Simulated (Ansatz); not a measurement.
## KRuO3 (cubic perovskite) (Pm-3m): how robust is the cRPA U?

What does U in KRuO3 (cubic perovskite) (Pm-3m) depend on besides the window?

Method: constrained RPA on LDA, plane waves, PAW, in Ansatz 0.2.0.

Report form: the programs' logs are mostly left out.

The structure was built from a prototype and need not be the compound's stable phase.

### 1. Starting point

The structure is cubic, space group Pm-3m (No. 221). Conventional cell: a = 3.815 Å, b = 3.815 Å, c = 3.815 Å, α = 90.00°, β = 90.00°, γ = 90.00°. Nearest to K lie 12 O at 2.70 Å. Nearest to Ru lie 6 O at 1.91 Å. Nearest to O lie 2 Ru at 1.91 Å and 4 K at 2.70 Å. Farther neighbours and most contacts between anions are not listed.

The structure was relaxed with LDA. The structure type comes from a generator and need not be one that this composition takes. The structure was generated from a model, not taken from a measurement. The runs that relaxed it are not among those shown. The program's search for lower electronic states was switched off, so nothing shows that the state found is the lowest. The default PAW set here is soft_2. Its files were made with PBE.

### 2. Base: Ru d + anion p, bands v11 to c3, 4×4×4 mesh, medium accuracy

Constrained RPA screens the interaction with every transition except those inside the target bands, which a later many-body model would treat itself.

Input file input.yaml:

```yaml
crystal:
  lattice:
    - [0.0, -3.81486053, 0.0]
    - [0.0, 0.0, 3.81486053]
    - [-3.81486053, 0.0, 0.0]
  atoms:
    - { symbol: K, position: [0.0, 0.0, 0.0] }
    - { symbol: Ru, position: [0.5, 0.5, 0.5] }
    - { symbol: O, position: [0.5, 0.5, 0.0] }
    - { symbol: O, position: [0.5, 0.0, 0.5] }
    - { symbol: O, position: [0.0, 0.5, 0.5] }
kpoints:
  mp_grid: { grid: [6, 6, 6] }
hamiltonian:
  xc: lda
scf:
  occupations: { method: gaussian, width: 0.08 }
  n_extra_bands: 19
  max_iter: 150
  lower_state_search: "off"
output:
  crpa:
    kmesh: [4, 4, 4]
    target_bands: [v11, c3]
    projections: [{ species: Ru, l: d, shell: 4 }, { species: O, l: p, shell: 2 }]
  local_orbitals:
    kmesh: [8, 8, 8]
    orbitals: [{ species: Ru, l: d, shell: 4 }, { species: O, l: p, shell: 2 }]
    window: { bands: [v11, c3] }
    seedname: lo
```

The run is started by

```sh
$ ansatz run input.yaml --threads 4 --pin off --max-ram 9216MiB --backend cpu --events-out ev --progress --plain --runs-dir out
```

It took 77 s on 4 threads of Intel Xeon 6975P-C (Granite Rapids), shared host; peak memory 0.74 GiB.

Numbers from this step:

```yaml
u: 9.030 eV
u_prime_inter_orbital: 7.962 eV
j: 0.5303 eV
bare_v: 17.36 eV
bare_j: 0.6736 eV
stated_bound_on_u: 0.01577 eV
u_over_bare_v: 0.5202
electrons_in_the_window: 21.00
head_of_the_constrained_inverse_dielectric_matrix: 0.4269
least_eigenvalue_of_the_projection_s_overlap: 0.7470
target_functions: 14
bands_in_the_sums: 50
r_m_s_miss_of_the_model_bands: 2.04e-4 eV
width_of_the_target_bands: 15.24 eV
weight_of_the_projected_orbitals_in_the_window: 0.9433
```

On the Ru d shell, screening brings the on-site interaction from 17.4 eV down to U = 9.03 eV.

### 3. Changed: 6×6×6 mesh

input.yaml, the sections that differ from step 2:

```yaml
output:
  crpa:
    kmesh: [6, 6, 6]
    target_bands: [v11, c3]
    projections: [{ species: Ru, l: d, shell: 4 }, { species: O, l: p, shell: 2 }]
# crystal, kpoints, hamiltonian, scf: as in step 2
```

It took 10 min on 4 threads; peak memory 0.92 GiB.

This step gave:

```yaml
u: 9.046 eV
u_prime_inter_orbital: 7.978 eV
j: 0.5302 eV
bare_v: 17.35 eV
bare_j: 0.6736 eV
stated_bound_on_u: 0.01619 eV
u_over_bare_v: 0.5215
electrons_in_the_window: 21.00
head_of_the_constrained_inverse_dielectric_matrix: 0.4273
least_eigenvalue_of_the_projection_s_overlap: 0.7470
target_functions: 14
bands_in_the_sums: 50
width_of_the_target_bands: 15.24 eV
weight_of_the_projected_orbitals_in_the_window: 0.9433
```

On the Ru d shell, screening brings the on-site interaction from 17.3 eV down to U = 9.05 eV.

### 4. Changed: 2×2×2 mesh

input.yaml, as its differences from that of step 3:

```diff
@@ -22,3 +22,3 @@
   crpa:
-    kmesh: [6, 6, 6]
+    kmesh: [2, 2, 2]
     target_bands: [v11, c3]
```

Elapsed: 6.7 s, on 4 threads; peak memory 0.61 GiB; 22 s of CPU time.

Numbers from this step:

- U: 9.017 eV
- U prime (inter-orbital): 7.942 eV
- J: 0.5346 eV
- bare V: 17.53 eV
- bare J: 0.6781 eV
- stated bound on U: 0.01423 eV
- U over bare V: 0.5144
- electrons in the window: 21
- head of the constrained inverse dielectric matrix: 0.4063
- least eigenvalue of the projection's overlap: 0.7470
- target functions: 14
- bands in the sums: 50
- width of the target bands: 15.24 eV
- weight of the projected orbitals in the window: 0.9433

On the Ru d shell, screening brings the on-site interaction from 17.5 eV down to U = 9.02 eV.

### 5. Changed: sums over states

input.yaml, as its differences from that of step 4:

```diff
@@ -22,4 +22,7 @@
   crpa:
-    kmesh: [2, 2, 2]
+    kmesh: [4, 4, 4]
     target_bands: [v11, c3]
     projections: [{ species: Ru, l: d, shell: 4 }, { species: O, l: p, shell: 2 }]
+    accuracy: sum_over_states
+    n_empty_bands: 22
+    ecut_chi: 70
```

Elapsed: 7.6 s, on 4 threads; peak memory 0.64 GiB.

This variant gives U = 10.20 eV against 9.03 eV. It is a finite sum over empty states with no bound on its error and stays out of the table below.

### 6. Changed: accuracy low

input.yaml, as its differences from that of step 5:

```diff
@@ -25,4 +25,2 @@
     projections: [{ species: Ru, l: d, shell: 4 }, { species: O, l: p, shell: 2 }]
-    accuracy: sum_over_states
-    n_empty_bands: 22
-    ecut_chi: 70
+    accuracy: low
```

It took 34 s on 4 threads; peak memory 0.67 GiB.

Numbers from this step:

* U: 8.992 eV
* U prime (inter-orbital): 7.927 eV
* J: 0.5286 eV
* bare V: 17.36 eV
* bare J: 0.6736 eV
* stated bound on U: 0.1787 eV
* U over bare V: 0.5180
* electrons in the window: 21.00
* head of the constrained inverse dielectric matrix: 0.4267
* least eigenvalue of the projection's overlap: 0.7470
* target functions: 14
* bands in the sums: 50
* width of the target bands: 15.24 eV
* weight of the projected orbitals in the window: 0.9433

On the Ru d shell, screening brings the on-site interaction from 17.4 eV down to U = 8.99 eV.

### 7. Changed: orbitals of another atom

input.yaml, as its differences from that of step 6:

```diff
@@ -24,3 +24,2 @@
     target_bands: [v11, c3]
-    projections: [{ species: Ru, l: d, shell: 4 }, { species: O, l: p, shell: 2 }]
-    accuracy: low
+    projections: [{ species: O, l: p }]
```

It took 0.09 s on 4 threads; peak memory 0.1 GiB.

The program refused the input before any cycle.

The program's message: “Error: invalid value for `output.crpa.projections`: 9 orbital(s) selected but the target window spans 14 band(s); name one orbital per band of it”

The fault put into this input: trial orbitals that do not match the target bands.

### 8. Changed: r2SCAN

This step: constrained RPA on r2SCAN, plane waves, PAW.

input.yaml, as its differences from that of step 7:

```diff
@@ -14,3 +14,3 @@
 hamiltonian:
-  xc: lda
+  xc: r2scan
 scf:
@@ -24,2 +24,2 @@
     target_bands: [v11, c3]
-    projections: [{ species: O, l: p }]
+    projections: [{ species: Ru, l: d, shell: 4 }, { species: O, l: p, shell: 2 }]
```

Run time: 1.9 min. Hardware: 4 threads; peak memory 0.9 GiB.

Numbers from this step:

| Item | Value |
| --- | --- |
| U | 9.594 eV |
| U prime (inter-orbital) | 8.503 eV |
| J | 0.5447 eV |
| bare V | 17.59 eV |
| bare J | 0.6875 eV |
| stated bound on U | 0.01780 eV |
| U over bare V | 0.5453 |
| electrons in the window | 21 |
| head of the constrained inverse dielectric matrix | 0.4566 |
| least eigenvalue of the projection's overlap | 0.7637 |
| target functions | 14 |
| bands in the sums | 50 |
| width of the target bands | 15.89 eV |
| weight of the projected orbitals in the window | 0.9473 |

On the Ru d shell, screening brings the on-site interaction from 17.6 eV down to U = 9.59 eV.

### 9. Changed: potentials

This step: constrained RPA on LDA, plane waves, norm-conserving pseudopotentials.

input.yaml, as its differences from that of step 8:

```diff
@@ -14,3 +14,4 @@
 hamiltonian:
-  xc: r2scan
+  xc: lda
+  pseudopotentials: { kind: nc }
 scf:
```

Wall time 5.9 min (4 threads); peak memory 1.5 GiB.

This step gave:

```yaml
u: 9.056 eV
u_prime_inter_orbital: 7.993 eV
j: 0.5274 eV
bare_v: 17.37 eV
bare_j: 0.6728 eV
stated_bound_on_u: 0.01698 eV
u_over_bare_v: 0.5213
electrons_in_the_window: 21
head_of_the_constrained_inverse_dielectric_matrix: 0.4283
least_eigenvalue_of_the_projection_s_overlap: 0.7458
target_functions: 14
bands_in_the_sums: 50
width_of_the_target_bands: 15.23 eV
weight_of_the_projected_orbitals_in_the_window: 0.9429
```

On the Ru d shell, screening brings the on-site interaction from 17.4 eV down to U = 9.06 eV.

### 10. Side by side

Times are wall times on 4 threads of Intel Xeon 6975P-C (Granite Rapids), shared host, good to a factor of about two.

```csv
run,bare V (eV),U (eV),J (eV),bound on U (eV),width (eV),time
target window,17.36,9.030,0.530,0.0158,15.24,77 s
6×6×6 mesh,17.35,9.046,0.530,0.0162,15.24,10 min
2×2×2 mesh,17.53,9.017,0.535,0.0142,15.24,6.7 s
accuracy low,17.36,8.992,0.529,0.1787,15.24,34 s
r2SCAN,17.59,9.594,0.545,0.0178,15.89,1.9 min
potentials,17.37,9.056,0.527,0.0170,15.23,5.9 min
```

### 11. Outcome

| Property | Result |
| --- | --- |
| target window | U 9.03 eV, J 0.53 eV |
| 6×6×6 mesh | U 9.05 eV, J 0.53 eV |
| 2×2×2 mesh | U 9.02 eV, J 0.53 eV |
| accuracy low | U 8.99 eV, J 0.53 eV |
| r2SCAN | U 9.59 eV, J 0.54 eV |
| potentials | U 9.06 eV, J 0.53 eV |

What this shows: 6×6×6 mesh moves U by +0.02 eV (within the solver's bounds, for the mean over orbitals) at 7.8 times the time. 2×2×2 mesh moves U by −0.01 eV (within the solver's bounds, for the mean over orbitals) at 0.087 times the time. Accuracy low moves U by −0.04 eV (within the solver's bounds, for the mean over orbitals) at 0.44 times the time. r2SCAN moves U by +0.56 eV. Potentials moves U by +0.03 eV (within the solver's bounds, for the mean over orbitals) at 4.6 times the time. The printed bound covers the solver alone, not the mesh. The parent state is non-magnetic and the interaction static (zero frequency); U depends on the window and the orbitals, so it belongs to this model alone. A window that holds the anion p bands defines a model with explicit ligands; its U belongs to that model and is not the U of DFT+U.

[Paths, hosts, dates, memory and timing lines, banners, echoed tables and standing remarks are left out of the program output.]

[Logs are printed without paths, hosts, clocks, repeated set-up lines and the standing remarks that a program may print on its own settings, such as how far it seeks lower states.]

[Runs of the session that timed out or met a known fault of the program may be left out.]

[Hosts, paths, dates, database ids (printed as entryN), source tags and the programs' standing remarks are cut or masked in the printed files.]
